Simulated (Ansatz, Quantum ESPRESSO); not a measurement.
# CsH (Pm-3m): third-order response, part 3 of 3

Which lines does CsH (Pm-3m) show in Raman and infrared spectra?

Quantum ESPRESSO 8.0 development, patched; DFT LDA, scalar-relativistic, plane waves, PseudoDojo norm-conserving pseudopotentials.

So far, mean static dielectric tensor (ions relaxed, fixed cell): step 6 (zone-centre analysis) 12.4. The relaxed cell has a = 3.637 Å (conventional setting).

**8. Sum rules set otherwise: a sum rule for molecules or wires on a crystal**

This rule also removes rotations, which suits molecules and not a crystal; it is tried to see the harm.

dynmat.in reads:

```
&input
   fildyn = 'g.dyn'
   asr = 'zero-dim'
   fileig = 'dynmat.eig'
   lperm = .true.
/
```

Command:

```bash
> dynmat.x -in dynmat.in > dynmat.out
```

The log of the run:

```text
[banner, memory and clock lines left out]
Program DYNMAT v.8.0dev

     Reading Dynamical Matrix from file g.dyn
     ...Force constants read
     ...epsilon and Z* read
     ...Raman cross sections read
     Warning: this looks like a crystal, not a molecule in a box: use asr = 'crystal'
     Acoustic Sum Rule: || Z*(ASR) - Z*(orig)|| =    5.738751E-03
     Acoustic Sum Rule: ||dyn(ASR) - dyn(orig)||=    3.700233E-02
     Message from routine dynmat:
     WARNING: the charges keep any dipole. Ignore the strengths of the modes set to zero; with q typed a rigid rotation may get a frequency
     A direction for q was not specified:TO-LO splitting will be absent

     Polarizability (A^3 units)
     multiply by 0.479856 for Clausius-Mossotti correction (not under assume_isolated = 'mt')
        12.444795    0.000000    0.000000
         0.000000   12.444795    0.000000
         0.000000    0.000000   12.444795

     IR activities are in (D/A)^2/amu units

# mode   [cm-1]    [THz]      IR
    1     -0.00   -0.0000    0.1247
    2     -0.00   -0.0000    0.1048
    3     -0.00   -0.0000    0.0094
    4      0.00    0.0000   31.6669
    5      0.00    0.0000   31.6457
    6    415.66   12.4613   31.7757

Electronic dielectric permittivity tensor (relative, adimensional)
         4.251878    0.000000    0.000000
         0.000000    4.251878    0.000000
         0.000000    0.000000    4.251878

 ... with zone-center polar mode contributions
         6.970701    2.718823    2.718823
         2.718823    6.970701    2.718823
         2.718823    2.718823    6.970701
```

Run time: 0.67 s. Hardware: 1 thread of Intel Xeon Platinum 8488C (Sapphire Rapids), shared host.

The run ended normally, but on settings that are not sound.

The fault: a sum rule for molecules or wires on a crystal; 2 optical modes are projected out to zero frequency, as if they were rotations, and the static dielectric tensor is spoilt.

For a crystal the rule has to be 'simple' or 'crystal'.

Zone-centre frequencies as printed; negative means imaginary. Modes:

| mode | frequency (cm⁻¹) |
| --- | --- |
| 1 | 0 |
| 2 | 0 |
| 3 | 0 |
| 4 | 0 |
| 5 | 0 |
| 6 | 415.7 |

**9. Modes along a direction of q (1 0 0)**

A longitudinal polar mode sets up a macroscopic field that stiffens it; the term hangs on the direction from which q goes to zero.

dynmat.in reads:

```
&input
   fildyn = 'g.dyn'
   asr = 'simple'
   fileig = 'dynmat.eig'
   q(1) = 1.0
   q(2) = 0.0
   q(3) = 0.0
/
```

Command:

```bash
> dynmat.x -in dynmat.in > dynmat.out
```

The log of the run:

```text
[banner, memory and clock lines left out]
Program DYNMAT v.8.0dev

     Reading Dynamical Matrix from file g.dyn
     ...Force constants read
     ...epsilon and Z* read
     ...Raman cross sections read

     Polarizability (A^3 units)
     multiply by 0.479856 for Clausius-Mossotti correction (not under assume_isolated = 'mt')
        12.444795    0.000000    0.000000
         0.000000   12.444795    0.000000
         0.000000    0.000000   12.444795

     IR activities are in (D/A)^2/amu units

# mode   [cm-1]    [THz]      IR
    1     -0.00   -0.0000    0.0000
    2      0.00    0.0000    0.0000
    3      0.00    0.0000    0.0000
    4    415.66   12.4612   31.7757
    5    415.66   12.4612   31.7757
    6    710.08   21.2877   31.7757
```

It took 0.66 s on 1 thread.

Read from the output:

```yaml
highest_mode_moved_by_the_lo_to_term: 710.1 cm⁻¹
```

Zone-centre frequencies as printed; negative means imaginary. Modes:

| mode | frequency (cm⁻¹) |
| --- | --- |
| 1 | 0 |
| 2 | 0 |
| 3 | 0 |
| 4 | 415.7 |
| 5 | 415.7 |
| 6 | 710.1 |

The field moves one mode, from 416 to 710 cm⁻¹; the others stay.

**10. Cross-check with Ansatz**

A second program on the same cell, potentials, cutoff and meshes tests the implementation of the phonon response, not its convergence. Its field response is summed in its own way. Its k mesh is centred on Γ.

This step: DFT LDA, scalar-relativistic, plane waves, PseudoDojo norm-conserving pseudopotentials (Ansatz 0.2.0).

input.yaml reads:

```yaml
crystal:
  lattice:
    - [3.6365352733, 0.0, 0.0]
    - [0.0, 3.6365352733, 0.0]
    - [0.0, 0.0, 3.6365352733]
  atoms:
    - { symbol: Cs, position: [0.0, 0.0, 0.0] }
    - { symbol: H, position: [0.5, 0.5, 0.5] }
kpoints:
  mp_grid: { grid: [6, 6, 6] }
hamiltonian:
  xc: lda
  pseudopotentials: { kind: nc, accuracy: standard }
scf:
  occupations: { method: fixed }
output:
  eigenvalues: true
basis:
  ecutwfc: 1006.821
phonons:
  method: dfpt
  dielectric: true
  rigid_motions: translations
  raman: true
```

Command:

```bash
> ansatz run input.yaml --threads 2 --pin off --max-ram 4096MiB --backend cpu --events-out ev --progress --plain --runs-dir out
```

The log of the run:

```text
Warning: basis.ecutwfc = 1006.821 eV is below the records' recommended 1006.821291 eV, and the density's cutoff is lower with it unless basis.ecutrho_ratio is high enough to keep the records' density cutoff: compare with a run at a higher cutoff
Engine: ansatz 0.2.0, x86_64-unknown-linux-gnu
Pseudopotentials: kind: nc
Pseudopotential: Cs, nc, valence charge 9, recommended cutoff 653.07327 eV (normal), Cs.nc.azcp (PseudoDojo's, or run here from an input of PseudoDojo's; its table is named by hamiltonian.pseudopotentials.accuracy)
Pseudopotential: H, nc, valence charge 1, recommended cutoff 1006.821291 eV (normal), H.nc.azcp (PseudoDojo's, or run here from an input of PseudoDojo's; its table is named by hamiltonian.pseudopotentials.accuracy)
Functional definition: SPW92
  exchange = slater_x
  correlation = pw_c
Crystal: 2 atoms, lattice volume = 48.091 Å³
Basis set: ecut = 1006.821 eV, 3431 PW (Γ), exchange–correlation on 80×80×80 points (8 copies of the dense FFT grid, shifted against one another)
Bands: 9, of which v1, the nominal top of the filled ones, is band 5 counted from 1 (4 counted from 0)
Symmetry: 48 space group operations
k-points: 40 of 216 (irreducible under 8 space group operations, time reversal used)
Non-local potential: Cs, projectors of the file, l = 0: 2, l = 1: 2, l = 2: 2, l = 3: 2
Non-local potential: H, projectors of the file, l = 0: 2, l = 1: 1
Initial density: superposition of atomic densities (chi_scale 0.1, normalization cell, long waves kept (reshape's long-wave potential 0.00 eV rms))
Initial wavefunctions: pseudopotential atomic-orbital guess
Functional: x = slater, c = lda
SCF iter   1: F=—  HF=-654.355799 eV  |F-HF|=—  |Δ(HF+E_count)|=         —  Δρ=3.92e-2  dr2=1.22e0  ethr=3.10e-3  ⟨swp⟩=5.4  Hψ=2435  notcnv=0  defer=69
preconditioner: auto → none  [insulator: Δε(μ)=3.588 eV  Ē_g=11.808 eV  n_scr=6 (ndim 8)  ℏωp=15.1 eV  f_vac=0.000  ε∞_Penn≈2.6]
SCF iter   2: F=—  HF=-653.877148 eV  |F-HF|=—  |Δ(HF+E_count)|=   4.79e-1  Δρ=5.05e-3  dr2=1.79e-2  ethr=3.10e-3  ⟨swp⟩=3.1  Hψ=898  notcnv=0  defer=78
SCF iter   3: F=—  HF=-653.874846 eV  |F-HF|=—  |Δ(HF+E_count)|=   2.30e-3  Δρ=2.57e-3  dr2=1.92e-3  ethr=1.79e-4  ⟨swp⟩=2.5  Hψ=832  notcnv=0  defer=79
SCF iter   4: F=—  HF=-653.875359 eV  |F-HF|=—  |Δ(HF+E_count)|=   5.13e-4  Δρ=3.90e-4  dr2=6.36e-5  ethr=1.92e-5  ⟨swp⟩=2.1  Hψ=472  notcnv=0  defer=79
SCF iter   5: F=—  HF=-653.875354 eV  |F-HF|=—  |Δ(HF+E_count)|=   5.43e-6  Δρ=5.30e-5  dr2=1.23e-6  ethr=6.36e-7  ⟨swp⟩=2.4  Hψ=576  notcnv=0  defer=79
SCF iter   6: F=—  HF=-653.875344 eV  |F-HF|=—  |Δ(HF+E_count)|=   1.01e-5  Δρ=4.97e-6  dr2=1.10e-8  ethr=1.23e-8  ⟨swp⟩=2.2  Hψ=573  notcnv=0  defer=76
SCF iter   7: F=—  HF=-653.875344 eV  |F-HF|=—  |Δ(HF+E_count)|=   2.15e-9  Δρ=7.81e-7  dr2=2.81e-10  ethr=1.10e-10  ⟨swp⟩=2.4  Hψ=592  notcnv=0  defer=76
SCF iter   8: F=-653.875344 eV  HF=-653.875344 eV  |F-HF|=2.27e-13  |Δ(HF+E_count)|=  4.92e-11  Δρ=5.81e-8  dr2=1.00e-12  ethr=1.00e-12  ⟨swp⟩=14.6  Hψ=4403  notcnv=0
SCF 1 converged in 8 iterations: F = -653.875344 eV  dr2 = 1.00e-12
DFPT response loops at Γ: preconditioner auto → none (the input reference at scf.mixing.eps_inf says where Resta's filter doesn't serve); β = 0.50; Broyden in place of MSR1
── the response to a field inside a basis, on 10×10×10 k-points: an SCF that follows is theirs, and a resumed run solves both again ──
Bands: 6, of which v1, the nominal top of the filled ones, is band 5 counted from 1 (4 counted from 0)
k-points: 35
Initial density: handed on by an earlier stage of this run
Initial wavefunctions: pseudopotential atomic-orbital guess (no wavefunctions were taken with the density)
Eigensolver: Dense (35 Hₖ)
SCF iter   1: F=—  HF=-653.874983 eV  |F-HF|=—  |Δ(HF+E_count)|=         —  Δρ=4.21e-5  dr2=2.50e-7  ethr=1.00e-1
preconditioner: auto → none  [insulator: Δε(μ)=2.541 eV  Ē_g=10.282 eV  n_scr=6 (ndim 8)  ℏωp=15.1 eV  f_vac=0.000  ε∞_Penn≈3.2]
SCF iter   2: F=—  HF=-653.874983 eV  |F-HF|=—  |Δ(HF+E_count)|=   5.70e-8  Δρ=2.11e-5  dr2=2.89e-8  ethr=2.50e-9
SCF iter   3: F=—  HF=-653.874983 eV  |F-HF|=—  |Δ(HF+E_count)|=   3.41e-8  Δρ=6.16e-6  dr2=2.45e-9  ethr=2.89e-10
SCF iter   4: F=-653.874983 eV  HF=-653.874983 eV  |F-HF|=1.36e-12  |Δ(HF+E_count)|=   3.29e-9  Δρ=1.59e-7  dr2=2.90e-12  ethr=2.45e-11
SCF 1 converged in 4 iterations: F = -653.874983 eV  dr2 = 2.90e-12
DFPT response loops at Γ: mixed as the last ones told, above
DFPT response loops at Γ: mixed as the last ones told, above
WARN: field response: ε∞ stands inside a basis, on 10×10×10 points; the force constants stand on the 6×6×6 k-mesh, whose period is 11.11 times the interband length at k = (-0.5000, -0.5000, -0.5000), direct gap 2.420 eV, under 14: take them and everything formed from them as unconverged, and compare with a denser kpoints.mp_grid
SCF converged after 8 iterations
Free energy (F): -653.875344 eV
Harris-Foulkes:  -653.875344 eV  (|F-HF|=2.27e-13)
Internal energy: -653.875344 eV  (E = F + TS)
E sigma→0 (E₀):  -653.875344 eV
Fermi energy:    5.380965 eV
--- Per-component energies (eV) ---
  E_band       = -40.661527
  E_kinetic    = 155.308731
  E_local      = -280.019594  (includes V_loc(G=0)·N_el)
  E_nonlocal   = 89.896020
  E_hartree    = 66.841568
  E_xc         = -196.692588
  E_vxc        = -139.529817  (∫ρ·V_xc dr)
  E_ewald      = -489.209481
  E_smearing   = -0.000000  (= −TS)
  E_closure    = 0.000000  (closes the sum)
  Σ components = -653.875344   (vs F -653.875344, Δ=0.00e0)
--- Band table (eV; the first three rows and the last of 40) ---
  k-point 0: bands = ["-16.4485", "-2.1157", "-2.1157", "-2.1157", "3.2245", "8.5272", "8.5272", "13.6555", "15.7776"]
  k-point 1: bands = ["-16.3872", "-2.7877", "-2.0587", "-2.0587", "3.7452", "8.7126", "9.1874", "12.6988", "13.7619"]
  k-point 2: bands = ["-16.2594", "-3.8453", "-1.9409", "-1.9409", "4.7188", "8.8865", "9.1623", "12.2540", "12.2540"]
  k-point 39: bands = ["-15.7199", "-3.4789", "-3.4789", "-3.4789", "5.3810", "7.8013", "7.8013", "7.8013", "17.4233"]
--- Phonons (Γ-DFPT): 2 representative perturbations + reference, on 40 of 216 k-points (Σ response iterations 6) ---
  k mesh reduced under 8 symmetry operations, with k and −k counted as one. Each operation leaves every solved perturbation unchanged. A smaller set is not considered because the run solves the response to a homogeneous field
  ASR residual: 2.656e-5 → 0.000e0 eV/Å²; symmetrization residual: 2.916e-8 eV/Å²
  ASR residual per site (eV/Å²): 2.66e-5 9.36e-6
  Γ frequencies (cm⁻¹): 0.00 0.00 0.00 415.70 415.70 415.70
  ε∞ (high-frequency dielectric tensor):
        4.205751     0.000000     0.000000
        0.000000     4.205751     0.000000
        0.000000     0.000000     4.205751
  ε⁰ (static dielectric tensor: ions relaxed, cell fixed):
       12.239372     0.000000    -0.000000
        0.000000    12.239372    -0.000000
       -0.000000    -0.000000    12.239372
  ε⁰ − ε∞ (ionic part):
        8.033621     0.000000    -0.000000
        0.000000     8.033621    -0.000000
       -0.000000    -0.000000     8.033621
  softest optical mode at Γ: 415.70 cm⁻¹; the repairs (sum rule, projections) moved no ω² at Γ by more than (1.60 cm⁻¹)²
  Born effective charges Z* (e; rows j = field, columns β = displacement):
    site 0:
         1.16504    0.00000    0.00000
        -0.00000    1.16504   -0.00000
        -0.00000    0.00000    1.16504
    site 1:
        -1.16504   -0.00000    0.00000
         0.00000   -1.16504    0.00000
         0.00000    0.00000   -1.16504
  Z* charge neutrality: 1.979e-4 e pre-enforcement
  solved inside a basis spanned on kpoints, on 10×10×10 k-points transformed towards the longest dipole: ε∞ is read to err by 1.6e-2, Z* by 1.2e-2 e (field_mesh: kpoints solves on kpoints); Z* is corrected for what the basis lacks
  Raman tensors (in the event stream and the table raman_tensors.tsv): an entry may err by 1.8e-3 Å², one of the second-order susceptibility by 1.3e-19 pm/V (basis, points and sum rule); their sum over the sites missed zero by 3.166e-20 Å² ahead of its enforcement
  optical modes at Γ without the LO–TO term, one row a degenerate level:
      ω (cm⁻¹)  modes    IR ((D/Å)²/amu)  static Raman (Å⁴/amu)  depolarisation
        415.70      3            93.9051                 0.0000               —
  optical modes at Γ + LO–TO along q̂ = [1.0000, 0.0000, 0.0000]:
      ω (cm⁻¹)  modes    IR ((D/Å)²/amu)  static Raman (Å⁴/amu)  depolarisation
        415.70      2            62.6034                 0.0000               —
        709.14      1            31.3017                 0.0000               —
  optical modes at Γ + LO–TO along q̂ = [0.0000, 1.0000, 0.0000]:
      ω (cm⁻¹)  modes    IR ((D/Å)²/amu)  static Raman (Å⁴/amu)  depolarisation
        415.70      2            62.6034                 0.0000               —
        709.14      1            31.3017                 0.0000               —
  optical modes at Γ + LO–TO along q̂ = [0.0000, 0.0000, 1.0000]:
      ω (cm⁻¹)  modes    IR ((D/Å)²/amu)  static Raman (Å⁴/amu)  depolarisation
        415.70      2            62.6034                 0.0000               —
        709.14      1            31.3017                 0.0000               —
```

It took 59 s on 2 threads; peak memory 0.71 GiB.

Numbers from this step:

* sum-rule residual before enforcement: 2.66e-5 eV/Å²
* miss of the charge sum rule: 1.98e-4 e
* estimated error of the dielectric tensor: 0.01623
* estimated error of the Born charges: 0.01184 e
* mean high-frequency dielectric constant: 4.206
* largest Born charge in size (third of the trace): 1.165 e
* mean static dielectric constant: 12.24
* highest mode moved by the LO-TO term: 709.1 cm⁻¹

Transverse modes. Infrared lines, with heights relative to the strongest:

| position (cm⁻¹) | label | IR intensity ((D/Å)²/amu), degenerate modes summed, relative |
| --- | --- | --- |
| 416 | T1u | 100 |

The log warns that the force constants on this k mesh are to be taken as unconverged.

**11. The two compared: QE PseudoDojo and Ansatz, PseudoDojo**

Worked out from the results:

```yaml
root_mean_square_difference: 0.04 cm⁻¹
largest_difference: 0.04 cm⁻¹
```

Frequencies side by side, by row:

| q (reciprocal lattice) | mode | QE PseudoDojo (cm⁻¹) | Ansatz, PseudoDojo (cm⁻¹) |
| --- | --- | --- | --- |
| 0 0 0 | 1 | 0 | 0 |
| 0 0 0 | 2 | 0 | 0 |
| 0 0 0 | 3 | 0 | 0 |
| 0 0 0 | 4 | 415.7 | 415.7 |
| 0 0 0 | 5 | 415.7 | 415.7 |
| 0 0 0 | 6 | 415.7 | 415.7 |

The two runs side by side. Further quantities:

| quantity | QE PseudoDojo | Ansatz, PseudoDojo |
| --- | --- | --- |
| mean ε∞ | 4.252 | 4.206 |
| largest Born charge in size (e; the first before, the second after the charge sum rule) | 1.176 | 1.165 |
| summed IR intensity ((D/Å)²/amu) | 95.33 | 93.91 |

At the zone centre the largest difference (acoustic modes at Γ apart) is 0.010 % of the highest mode.

**12. Summary of results**

* space group after relaxation: Pm-3m
* volume per atom: 24.0 Å³
* gap on the k-mesh: 2.42 eV
* highest optical zone-centre mode (no LO-TO term): 415.7 cm⁻¹
* highest mode moved by the LO-TO term: 710.1 cm⁻¹
* mean high-frequency dielectric constant: 4.25
* largest Born charge in size (third of the trace): 1.18 e
* mean static dielectric constant: 12.4
* imaginary optical modes at the zone centre (no q mesh in this session): none
* largest difference from Ansatz, PseudoDojo: 0.04 cm⁻¹

What this shows: No mode is Raman active in this structure; the strongest infrared line lies at 416 cm⁻¹. At the LDA level the optical modes of CsH (Pm-3m) at the zone centre (no LO-TO term) lie at 416 cm⁻¹. Along the directions run, the highest mode that the macroscopic field moves lies at 710 cm⁻¹. Lattice motion raises the mean dielectric constant from 4.252 to 12.41. The Lyddane-Sachs-Teller relation holds: (ωLO/ωTO)² is 2.92 and ε₀/ε∞ is 2.92. QE PseudoDojo and Ansatz, PseudoDojo agree to 0.04 cm⁻¹ (0.010 % of the highest mode compared) on all solved modes but the acoustic ones at Γ, without the LO-TO term. These are harmonic frequencies at zero temperature: anharmonic shifts and linewidths and thermal expansion are left out. Spin-orbit coupling is left out, which can matter for the heavy elements here. Ansatz's log warns that force constants on this k mesh are to be taken as unconverged, an error that the frequencies of both programs share. The build is a development version in which the Raman tensors of release 7.5 are mended; dynmat.x leaves out the electro-optic term of LO lines. The structure comes from a database and need not be the phase that is stable at ambient conditions.

[Host names and launcher messages were left out of these logs when they were recorded.]

[Logs are printed without paths, hosts, clocks, repeated set-up lines and the standing remarks that a program may print on its own settings, such as how far it seeks lower states.]

[Hosts, paths, dates, database ids (printed as entryN), source tags and the programs' standing remarks are cut or masked in the printed files.]
